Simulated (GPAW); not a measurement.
## Si2WN4 (MoSi2N4-type monolayer): G0W0 on several meshes in GPAW

Aim: the GW shift of Si2WN4 (MoSi2N4-type monolayer) against the k mesh.

Calculated with GPAW 26.7.0; LDA and many-body steps on it, plane waves.

Most raw output is cut from this account.

### Step 1. Starting point

The cell holds 7 atoms: 1 W, 4 N and 2 Si. Its edges and angles: a = 2.872 Å, b = 2.872 Å, c = 18.000 Å, α = 90.0°, β = 90.0°, γ = 120.0°. Vacuum lies along c.

As a file:

```xyz
7
Lattice="2.8719 0.0000 0.0000 -1.4360 2.4871 0.0000 0.0000 0.0000 18.0000" Properties=species:S:1:pos:R:3
W     0.0000    0.0000    9.0000
N     0.0000    1.6581   10.2339
N     0.0000    1.6581    7.7661
Si    0.0000    1.6581   11.9693
Si    0.0000    1.6581    6.0307
N     1.4360    0.8290   12.4719
N     1.4360    0.8290    5.5281
```

The structure was relaxed with LDA. The runs that relaxed it are not among those shown. Spin-orbit coupling is left out unless a step names it.

### Step 2. Empty states on the mesh, 9×9×1 mesh, 218 bands

This step: GPAW 26.7.0; DFT, LDA, plane waves, PAW.

The sums over transitions need many empty states on a uniform mesh; this step solves for them.

File run.py:

```python
import json
import numpy as np
from gpaw.mpi import world
from gpaw import GPAW

calc = GPAW('gs.gpw').fixed_density(kpts={'size': (9, 9, 1), 'gamma': True},
    nbands=254,
    convergence={'bands': 218},
    txt='nscf.txt')
calc.write('full.gpw', mode='all')
res = {}
kpts = calc.get_ibz_k_points()
res['kpts'] = kpts
res['eigenvalues'] = [calc.get_eigenvalues(kpt=k) for k in range(len(kpts))]
res['n_electrons'] = calc.get_number_of_electrons()

if world.rank == 0:
    with open('result.json', 'w') as f:
        json.dump(res, f, default=lambda x: x.tolist())
```

Run with:

```bash
mpirun -n 4 gpaw python run.py
```

Wall time 2.2 min (4 MPI ranks of Arm Neoverse V2, shared host); peak memory 1.3 GiB.

This step gave:

| Item | Value |
| --- | --- |
| gap | 2.071 eV |
| k of the valence top | 0, 0, 0 |
| k of the conduction bottom | 0.3333, 0.3333, 0 |
| least direct gap | 2.456 eV |
| k points computed | 12 |
| lowest point of the top converged band, above the valence top | 69.6722 eV |

On this mesh the gap is 2.071 eV.

### Step 3. 9×9×1

Now the one-shot GW correction: screening in the RPA, then the self-energy of the levels asked for.

This step: G0W0 on LDA, plane waves, PAW.

File run.py:

```python
import json
import numpy as np
from gpaw.mpi import world
from gpaw.response.g0w0 import G0W0

gw = G0W0('full.gpw',
    filename='gw',
    kpts=[0, 6],
    bands=(19, 23),
    ecut=48,
    nbands=97,
    truncation='2D',
    integrate_gamma='sphere',
    q0_correction=True,
    frequencies={'type': 'nonlinear', 'domega0': 0.15, 'omega2': 15.0},
    eta=0.1,
    nblocksmax=True)
gw.calculate()
res = {mode: {k: v for k, v in r.items() if k != 'sigma_eskwn'}
       for mode, r in gw.all_results.items()}

if world.rank == 0:
    with open('result.json', 'w') as f:
        json.dump(res, f, default=lambda x: x.tolist())
```

Run with:

```bash
mpirun -n 4 gpaw python run.py
```

The job ended after 2.8 min (4 MPI ranks; peak memory 2.5 GiB).

This step gave:

| Quantity | Value |
| --- | --- |
| G0W0 gap on the points computed | 3.222 eV |
| least direct G0W0 gap on the computed points | 3.534 eV |
| Z at the valence top | 0.7936 |
| Z at the conduction bottom | 0.7927 |
| starting gap on the mesh | 2.071 eV |
| k of the valence top | 0, 0, 0 |
| k of the conduction bottom | 0.3333, 0.3333, 0 |

The gap on the mesh goes from 2.07 eV to 3.22 eV, a correction of +1.15 eV.

### Step 4. Empty states on the mesh, 6×6×1 mesh, 107 bands

This step: DFT, LDA, plane waves, PAW.

File run.py:

```python
import json
import numpy as np
from gpaw.mpi import world
from gpaw import GPAW

calc = GPAW('gs.gpw').fixed_density(kpts={'size': (6, 6, 1), 'gamma': True},
    nbands=124,
    convergence={'bands': 107},
    txt='nscf.txt')
calc.write('full.gpw', mode='all')
res = {}
kpts = calc.get_ibz_k_points()
res['kpts'] = kpts
res['eigenvalues'] = [calc.get_eigenvalues(kpt=k) for k in range(len(kpts))]
res['n_electrons'] = calc.get_number_of_electrons()

if world.rank == 0:
    with open('result.json', 'w') as f:
        json.dump(res, f, default=lambda x: x.tolist())
```

Run with:

```bash
mpirun -n 4 gpaw python run.py
```

The job ended after 28 s (4 MPI ranks; peak memory 1.1 GiB; 1.9 min of CPU time).

This step gave:

```
gap                                                           : 2.071 eV
k of the valence top                                          : 0, 0, 0
k of the conduction bottom                                    : 0.3333, 0.3333, 0
least direct gap                                              : 2.456 eV
k points computed                                             : 7
lowest point of the top converged band, above the valence top : 37.54 eV
```

On this mesh the gap is 2.071 eV.

### Step 5. 6×6×1

This step: G0W0 on LDA, plane waves, PAW.

File run.py:

```python
import json
import numpy as np
from gpaw.mpi import world
from gpaw.response.g0w0 import G0W0

gw = G0W0('full.gpw',
    filename='gw',
    kpts=[0, 4],
    bands=(19, 23),
    ecut=48,
    nbands=97,
    truncation='2D',
    integrate_gamma='sphere',
    q0_correction=True,
    frequencies={'type': 'nonlinear', 'domega0': 0.15, 'omega2': 15.0},
    eta=0.1,
    nblocksmax=True)
gw.calculate()
res = {mode: {k: v for k, v in r.items() if k != 'sigma_eskwn'}
       for mode, r in gw.all_results.items()}

if world.rank == 0:
    with open('result.json', 'w') as f:
        json.dump(res, f, default=lambda x: x.tolist())
```

Run with:

```bash
mpirun -n 4 gpaw python run.py
```

It took 48 s on 4 MPI ranks; peak memory 1.8 GiB.

Numbers from this step:

* G0W0 gap on the points computed: 3.089 eV
* least direct G0W0 gap on the computed points: 3.410 eV
* Z at the valence top: 0.7855
* Z at the conduction bottom: 0.7831
* starting gap on the mesh: 2.071 eV
* k of the valence top: 0, 0, 0
* k of the conduction bottom: 0.3333, 0.3333, 0

Against G0W0 in GPAW (9×9×1 mesh, 97 bands, screening to 48 eV, full frequency, Hilbert transform), the gap moves by −0.133 eV.

### Step 6. The runs together

Times are wall times on 4 MPI ranks of Arm Neoverse V2, shared host, good to a factor of about two.

```
  run   mesh  bands  screening cutoff (eV)  DFT gap (eV)  gap on the mesh (eV)  direct (eV)     time
9×9×1  9×9×1     97                     48         2.071                 3.222        3.534  2.8 min
6×6×1  6×6×1     97                     48         2.071                 3.089        3.410     48 s
```

### Step 7. What came out

```yaml
9x9x1: 3.222 eV
6x6x1: 3.089 eV
known_limits: not at the basis limit; no spin-orbit coupling
```

What this shows: 6×6×1: −0.133 eV against 9×9×1. Bands and cutoff are finite, so the gap is not at the basis limit. The miss can reach some tenths of an eV and take either sign; the mesh is an error of its own. These stock PAW sets were not made for GW; the filled d or f shell of W lies in the frozen core, which bears on start and correction. In the G0W0 runs levels were corrected at 2 k points alone, so a gap called «on the mesh» is the least over those, and an edge elsewhere would be missed. The many-body steps are scalar-relativistic: spin-orbit coupling is not in them.

[Paths, hosts, dates, memory and timing lines, banners, echoed tables and standing remarks are left out of the program output.]

[Logs are printed without paths, hosts, clocks, repeated set-up lines and the standing remarks that a program may print on its own settings, such as how far it seeks lower states.]

[Runs of the session that timed out or met a known fault of the program may be left out.]

[Hosts, paths, dates, database ids (printed as entryN), source tags and the programs' standing remarks are cut or masked in the printed files.]
